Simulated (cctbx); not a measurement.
## LuSc6Ti2Sn2Pb2: precision against data quality

Space group P6/mmm (no. 191), a = 5.7950 Å, b = 5.7950 Å, c = 9.5550 Å, α = 90.00°, β = 90.00°, γ = 120.00°.

| atom | mult. | x | y | z | Ueq (Å²) |
| --- | --- | --- | --- | --- | --- |
| Pb1 | 2 | 2/3 | 1/3 | 1/2 | 0.0068 |
| Lu1 | 1 | 0 | 0 | 0 | 0.0057 |
| Sn1 | 2 | 0 | 0 | 0.6675 | 0.0081 |
| Ti1 | 2 | 2/3 | 1/3 | 0 | 0.0093 |
| Sc1 | 6 | 1/2 | 1/2 | 0.7685 | 0.0132 |

The model is made up (kin elements in a known structure type, no relaxation), so it says nothing on whether the phase exists.

Five simulated data sets (cctbx; Ag Kα, λ = 0.56087 Å; 1.5 % proportional error) differ in resolution or exposure (noise floor 8 counts in the first three, 8 in the last two). Each is refined with the right model, isotropic at 1.1 Å and anisotropic otherwise. How do the figures of merit and the uncertainties move?

| d min (Å) | top counts | ⟨I/σ⟩ (unmerged, absences included) | unique | param. (scale apart) | Rint | R1 | GooF | largest s.u. xyz (fractional) | s.u. U of Sc1 (Å²) | largest error (Å) |
| --- | --- | --- | --- | --- | --- | --- | --- | --- | --- | --- |
| 1.1 | 5000 | 15.9 | 69 | 7 | 0.032 | 0.0099 | 0.99 | 0.00023 | 0.0006 | 0.0028 |
| 0.84 | 5000 | 14.1 | 134 | 13 | 0.037 | 0.0088 | 0.84 | 0.00013 | 0.0004 | 0.0016 |
| 0.6 | 5000 | 10.3 | 325 | 13 | 0.048 | 0.0115 | 0.92 | 0.00009 | 0.0002 | 0.0011 |
| 0.75 | 300 | 2.1 | 181 | 13 | 0.277 | 0.0498 | 0.95 | 0.00083 | 0.0023 | 0.0026 |
| 0.75 | 3000 | 9.8 | 181 | 13 | 0.052 | 0.0139 | 0.96 | 0.00016 | 0.0005 | 0.0003 |

The number of reflections grows roughly as 1/d³: 69, 134 and 325 here. R1 follows the noise rather than the truth: at 300 counts it is 0.0498, at 3000 counts 0.0139, while GooF is 0.95 and 0.96: the weights 1/σ² carry the noise. The s.u. of U (U11 where anisotropic) for Sc1 goes 0.0006, 0.0004, 0.0002 Å² with resolution and 0.0023, 0.0005 Å² with exposure.

Hardware for the 0.6 Å refinement: 0.38 s on 1 thread of AMD EPYC 7R13 Processor (Zen 3) (shared host), peak memory 0.09 GiB.
